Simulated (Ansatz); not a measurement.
# What LaGaO3 (Pm-3m) distorts into, part 3 of 3

Aim: this structure of LaGaO3 (Pm-3m) is to be tested for unstable modes, and one is followed downhill.

Ansatz 0.2.0; DFT PBEsol, scalar-relativistic, plane waves, PAW; PAW set soft_1.

So far. Step 5 (Energy along the mode, all amplitudes (two of the runs …): The lowest step is at 0.45 Å, 39.7 meV/atom below the parent, and the energy rises beyond it. Step 7 (The new phase in its own primitive cell): The largest force component left is 0.019 meV/Å and the pressure is 0.003 GPa, within the tolerances set. The cell now holds 11.63 Å³/atom. The relaxed cell has a = 5.450, c = 7.834 Å (conventional setting).

### 8. Modes of the new phase, k-mesh 6×6×6

A relaxed structure may still be a saddle point, so its zone-centre modes are computed. The response to a homogeneous field gives the Born charges and the dielectric tensor.

The input, input.yaml:

```yaml
crystal:
  lattice:
    - [-2.7248630956, 2.7248630956, 3.9171286762]
    - [2.7248630956, -2.7248630956, 3.9171286762]
    - [2.7248630956, 2.7248630956, -3.9171286762]
  atoms:
    - { symbol: La, position: [0.75, 0.25, 0.5] }
    - { symbol: La, position: [0.25, 0.75, 0.5] }
    - { symbol: Ga, position: [0.0, 0.0, 0.0] }
    - { symbol: Ga, position: [0.5, 0.5, 0.0] }
    - { symbol: O, position: [0.6956265798, 0.8043734202, 0.5] }
    - { symbol: O, position: [0.3043734202, 0.1956265798, 0.5] }
    - { symbol: O, position: [0.8043734202, 0.3043734202, 0.1087468404] }
    - { symbol: O, position: [0.1956265798, 0.6956265798, 0.8912531596] }
    - { symbol: O, position: [0.25, 0.25, 0.0] }
    - { symbol: O, position: [0.75, 0.75, 0.0] }
kpoints:
  mp_grid: { grid: [6, 6, 6] }
hamiltonian:
  xc: pbesol
  pseudopotentials: { kind: paw, azcp: { folder: soft_1 }, xc_functional: pbe }
scf:
  occupations: { method: fixed }
output:
  eigenvalues: true
phonons:
  method: dfpt
  dielectric: true
  rigid_motions: translations
```

The run is started by

```bash
$ ansatz run input.yaml --threads 4 --pin off --max-ram 10240MiB --backend cpu --events-out ev --progress --plain --runs-dir out
```

Log:

```text
[...]
Crystal: 10 atoms, lattice volume = 116.337 Å³
Basis set: ecut = 420 eV, 2253 PW (Γ), exchange–correlation on 80×80×80 points (8 copies of the dense FFT grid, shifted against one another)
Bands: 52, of which v1, the nominal top of the filled ones, is band 42 counted from 1 (41 counted from 0)
Symmetry: 16 space group operations
k-points: 112 of 216 (irreducible under 1 space group operation, time reversal used)
[...]
SCF iter   1: F=—  HF=-23187.784584 eV  |F-HF|=—  |Δ(HF+E_count)|=         —  Δρ=8.10e-2  dr2=5.04e0  ethr=3.10e-3  ⟨swp⟩=3.6  Hψ=20726  notcnv=0  defer=157
[...]
SCF iter  13: F=-23186.703435 eV  HF=-23186.703435 eV  |F-HF|=1.09e-11  |Δ(HF+E_count)|=  1.82e-11  Δρ=1.34e-7  dr2=1.55e-11  ethr=1.00e-12  ⟨swp⟩=16.5  Hψ=42366  notcnv=0
SCF 1 converged in 13 iterations: F = -23186.703435 eV  dr2 = 1.55e-11
[...]
NSCF: frozen V_eff on 4 k-points
DFPT response loops at Γ: preconditioner auto → none (the input reference at scf.mixing.eps_inf says where Resta's filter doesn't serve); β = 0.50; Broyden in place of MSR1
SCF converged after 13 iterations
Free energy (F): -23186.703435 eV
[...]
Internal energy: -23186.703435 eV  (E = F + TS)
E sigma→0 (E₀):  -23186.703435 eV
Fermi energy:    11.341271 eV
[...]
--- Band table (eV; the first three rows and the last of 112) ---
  k-point 0: bands = [... 38 lower, 11.0308, 11.0308, 11.1230, 11.1281, 14.7958, 14.8213, 15.9445, 15.9445, ... 6 higher]
  k-point 1: bands = [... 38 lower, 10.7920, 10.9276, 11.0678, 11.0965, 15.1899, 15.4192, 15.9023, 15.9720, ... 6 higher]
  k-point 2: bands = [... 38 lower, 10.5196, 10.6293, 11.0678, 11.0942, 15.7505, 15.8202, 16.0146, 16.0204, ... 6 higher]
  k-point 111: bands = [... 38 lower, 10.7187, 10.7187, 10.8807, 11.3413, 15.9267, 15.9267, 16.0768, 16.0781, ... 6 higher]
--- Phonons (Γ-DFPT): 8 representative perturbations + reference, on 112 of 216 k-points (Σ response iterations 38) ---
  k mesh reduced under 1 symmetry operation, with k and −k counted as one. Each operation leaves every solved perturbation unchanged. A smaller set is not considered because the run solves the response to a homogeneous field
  ASR residual: 1.404e-4 → 0.000e0 eV/Å²; symmetrization residual: 2.317e-5 eV/Å²
  ASR residual per site (eV/Å²): 4.85e-5 4.85e-5 2.45e-5 2.45e-5 8.82e-5 8.82e-5 8.82e-5 8.82e-5 1.40e-4 1.40e-4
  Γ frequencies (cm⁻¹): -98.51 -98.51 0.00 0.00 0.00 133.98 133.98 140.14 140.14 148.67 165.89 232.91 232.91 277.97 280.21 280.21 282.44 295.37 295.37 297.82 329.18 390.57 390.57 416.15 418.72 424.45 577.10 577.10 607.77 712.81
  ε∞ (high-frequency dielectric tensor):
        5.030413     0.000000     0.000000
        0.000000     5.030413    -0.000000
       -0.000000     0.000000     5.354973
  softest optical mode at Γ: -98.51 cm⁻¹; the repairs (sum rule, projections) moved no ω² at Γ by more than (3.77 cm⁻¹)²
  Born effective charges Z* (e; rows j = field, columns β = displacement):
    site 0:
         4.08996    0.00000    0.00000
         0.00000    4.08996   -0.00000
         0.00000    0.00000    4.90599
    site 1:
         4.08996    0.00000    0.00000
         0.00000    4.08996    0.00000
         0.00000    0.00000    4.90599
    site 2:
         3.32191   -0.06467    0.00000
         0.06467    3.32191   -0.00000
         0.00000    0.00000    3.30768
    site 3:
         3.32191    0.06467    0.00000
        -0.06467    3.32191   -0.00000
         0.00000    0.00000    3.30768
    site 4:
        -2.50688   -0.21381   -0.00000
        -0.21381   -2.50688   -0.00000
        -0.00000    0.00000   -2.67190
    site 5:
        -2.50688   -0.21381    0.00000
        -0.21381   -2.50688   -0.00000
        -0.00000   -0.00000   -2.67190
    site 6:
        -2.50688    0.21381   -0.00000
         0.21381   -2.50688    0.00000
        -0.00000   -0.00000   -2.67190
    site 7:
        -2.50688    0.21381    0.00000
         0.21381   -2.50688    0.00000
        -0.00000   -0.00000   -2.67190
    site 8:
        -2.39812    0.00000    0.00000
         0.00000   -2.39812   -0.00000
         0.00000    0.00000   -2.86987
    site 9:
        -2.39812    0.00000    0.00000
         0.00000   -2.39812    0.00000
         0.00000    0.00000   -2.86987
  Z* charge neutrality: 6.753e-6 e pre-enforcement
  k-mesh period / interband length: 32.7 Å / 1.56 Å = 20.98 at k = (0.0000, 0.0000, 0.0000), direct gap 3.668 eV — 14 or more, which is no proof of convergence
  optical modes at Γ without the LO–TO term, one row a degenerate level:
      ω (cm⁻¹)  modes    IR ((D/Å)²/amu)
        -98.51      2             0.0000
        133.98      2            37.6270
        140.14      2             0.0000
        148.67      1             0.0000
        165.89      1            15.2711
        232.91      2            30.4088
        277.97      1             0.0000
[...]
optical modes at Γ + LO–TO along q̂ = [1.0000, 0.0000, 0.0000]:
      ω (cm⁻¹)  modes    IR ((D/Å)²/amu)
[...]
optical modes at Γ + LO–TO along q̂ = [0.0000, 1.0000, 0.0000]:
      ω (cm⁻¹)  modes    IR ((D/Å)²/amu)
[...]
optical modes at Γ + LO–TO along q̂ = [0.0000, 0.0000, 1.0000]:
      ω (cm⁻¹)  modes    IR ((D/Å)²/amu)
[...]
280.21      2             8.0346
        295.37      2            38.9958
        297.82      1             0.0000
        329.18      1             0.0000
        390.57      2             0.0000
        416.15      1             0.0000
        418.72      1             0.0000
        424.45      1             0.0000
        511.46      1            31.2142
        577.10      2            16.8552
        672.78      1            48.5347
        712.81      1             0.0000
```

Run time: 6.9 min. Hardware: 4 threads of Arm Neoverse V1, shared host; peak memory 3.2 GiB.

Read from the output:

```yaml
sum_rule_residual_before_enforcement: 1.40e-4 eV/Å²
miss_of_the_charge_sum_rule: 6.75e-6 e
point_group: 4/mmm
highest_optical_mode_at_the_zone_centre_no_lo_to_term: 712.8 cm⁻¹
lowest_optical_zone_centre_mode: -98.51 cm⁻¹
mean_high_frequency_dielectric_constant: 5.139
largest_born_charge_third_of_the_trace: 4.362 e
top_of_the_zone_centre_spectrum_with_the_field: 712.8 cm⁻¹
```

Without the LO-TO term. Patterns of degenerate modes are one choice out of their space. The modes at Γ (shares of kinetic energy by element, %) (negative means imaginary):

```csv
mode,frequency (cm⁻¹),symmetry,La %,Ga %,O %
1,-98.5,Eg,9,0,91
2,-98.5,Eg,9,0,91
3,0.0,acoustic,54,27,19
4,0.0,acoustic,54,27,19
5,0.0,acoustic,54,27,19
6,134.0,Eu,42,21,37
7,134.0,Eu,42,21,37
8,140.1,Eg,90,0,10
9,140.1,Eg,90,0,10
10,148.7,B2g,100,0,0
11,165.9,A2u,46,35,20
12,232.9,Eu,3,40,58
13,232.9,Eu,3,40,58
14,278.0,A1g,0,0,100
15,280.2,Eu,1,59,40
16,280.2,Eu,1,59,40
17,282.4,A2u,0,34,66
18,295.4,Eu,0,49,51
19,295.4,Eu,0,49,51
20,297.8,A1u,0,100,0
21,329.2,B1u,0,0,100
22,390.6,Eg,1,0,99
23,390.6,Eg,1,0,99
24,416.1,B1g,0,0,100
25,418.7,A2g,0,0,100
26,424.4,B2g,0,0,100
27,577.1,Eu,0,4,96
28,577.1,Eu,0,4,96
29,607.8,A2u,0,5,95
30,712.8,A2g,0,0,100
```

Displacements in mode 1 (-98.5 cm⁻¹), the largest set to 1:
```
La1 -0.14 -0.01  0.00
La2  0.14  0.01  0.00
Ga3  0.00  0.00  0.00
Ga4  0.00  0.00  0.00
O5   0.00  0.00 -0.53
O6   0.00  0.00  0.53
O7   0.00  0.00  0.60
O8   0.00  0.00 -0.60
O9  -1.00  0.06  0.00
O10  1.00 -0.06  0.00
```

Displacements in mode 21 (329.2 cm⁻¹), the largest set to 1:
```
La1  0.00  0.00  0.00
La2  0.00  0.00  0.00
Ga3  0.00  0.00  0.00
Ga4  0.00  0.00  0.00
O5   0.00  0.00  1.00
O6   0.00  0.00  1.00
O7   0.00  0.00 -1.00
O8   0.00  0.00 -1.00
O9   0.00  0.00  0.00
O10  0.00  0.00  0.00
```

Optical modes at the zone centre, without and with the macroscopic field of the longitudinal modes; each column is sorted by frequency, so a row need not hold one and the same mode. Modes with and without the field, by row:

```csv
rank among optical modes,no field (cm⁻¹),"q along (1, 0, 0) (cm⁻¹)","q along (0, 0, 1) (cm⁻¹)"
1,-98.5,-98.5,-98.5
2,-98.5,-98.5,-98.5
3,134,134,134
4,134,140.1,134
5,140.1,140.1,140.1
6,140.1,148.7,140.1
7,148.7,165.9,148.7
8,165.9,177.1,192.1
9,232.9,232.9,232.9
10,232.9,258.4,232.9
11,278,278,278
12,280.2,280.2,280.2
13,280.2,282.4,280.2
14,282.4,283.4,295.4
15,295.4,295.4,295.4
16,295.4,297.8,297.8
17,297.8,329.2,329.2
18,329.2,390.6,390.6
19,390.6,390.6,390.6
20,390.6,416.1,416.1
21,416.1,418.7,418.7
22,418.7,424.4,424.4
23,424.4,473.1,511.5
24,577.1,577.1,577.1
25,577.1,607.8,577.1
26,607.8,639.6,672.8
27,712.8,712.8,712.8
```

Born charge (rows field, columns displacement) (e), principal values of the symmetric part by kind of site:

```csv
atom,atoms with these values,low,middle,high,mean
La1,2,4.09,4.09,4.91,4.36
Ga3,2,3.31,3.32,3.32,3.32
O5,4,-2.72,-2.67,-2.29,-2.56
O9,2,-2.87,-2.40,-2.40,-2.56
```

In full for O9:

```
-2.40  0.00  0.00
 0.00 -2.40  0.00
 0.00  0.00 -2.87
```

High-frequency dielectric tensor:

```
5.03 0.00 0.00
0.00 5.03 0.00
0.00 0.00 5.36
```

Transverse modes; imaginary modes are left out. Lines of the infrared spectrum (strongest = 100):

```csv
position (cm⁻¹),label,relative intensity
134,Eu,67
140,Eg,0.0
149,B2g,0.0
166,A2u,27
233,Eu,54
278,A1g,0.0
280,Eu,14
282,A2u,100
295,Eu,70
298,A1u,0.0
329,B1u,0.0
391,Eg,0.0
416,B1g,0.0
419,A2g,0.0
424,B2g,0.0
577,Eu,30
608,A2u,16
713,A2g,0.0
```

Before it was imposed, the acoustic sum rule was missed by 1.4e-4 eV/Å² and the charge sum rule by 6.8e-6 e. Small misses are needed for a sound result but don't prove that mesh and cutoff are converged. The lowest optical mode is imaginary, 98.5i cm⁻¹, so the energy falls along it.

### 9. What came out

```yaml
unstable_mode_of_the_parent: q = (-0.5, -0.5, -0.5), 213i cm⁻¹
depth_at_the_lowest_point_sampled: 39.7 meV/atom
largest_atomic_shift_at_that_point: 0.45 Å
space_group_reached: I4/mcm
energy_gained_over_the_parent_first_relaxation_on_the_mesh_of_the_frozen_mode: 43.1 meV/atom
volume_per_atom_phase_reached: 11.6 Å³
gap_on_the_k_mesh_phase_reached: 3.45 eV
lowest_optical_zone_centre_mode_phase_reached: -98.5 cm⁻¹
highest_optical_mode_at_the_zone_centre_no_lo_to_term_phase_reached: 713 cm⁻¹
```

What this shows: Along this mode the structure falls into I4/mcm, 43.1 meV/atom below the parent. At the parent's cell the well is 39.72 meV/atom deep on the steps tried, with its lowest point at a shift of 0.45 Å. Relaxing atoms and cell changes the gain by +3.35 meV/atom against the lowest step (energies at zero smearing). The new phase still has an imaginary mode at the zone centre of its cell, so it is a saddle point on the way to a lower structure. Of the 4 patterns followed from this parent, this one ends 6.02 meV/atom above the lowest, Imma. Each path keeps the symmetry of its pattern, so a lower phase may lie along a pattern not tried. Spin-orbit coupling is left out, which can matter for the heavy elements here. The PAW files were made for PBE and serve the other functionals too.

[Long decimals in the printed logs are rounded to 6 places.]

[Logs are printed without paths, hosts, clocks, repeated set-up lines and the standing remarks that a program may print on its own settings, such as how far it seeks lower states.]

[Hosts, paths, dates, database ids (printed as entryN), source tags and the programs' standing remarks are cut or masked in the printed files.]

[Where the starting crystal was built by hand or by swapping elements, it need not be the compound's stable phase.]
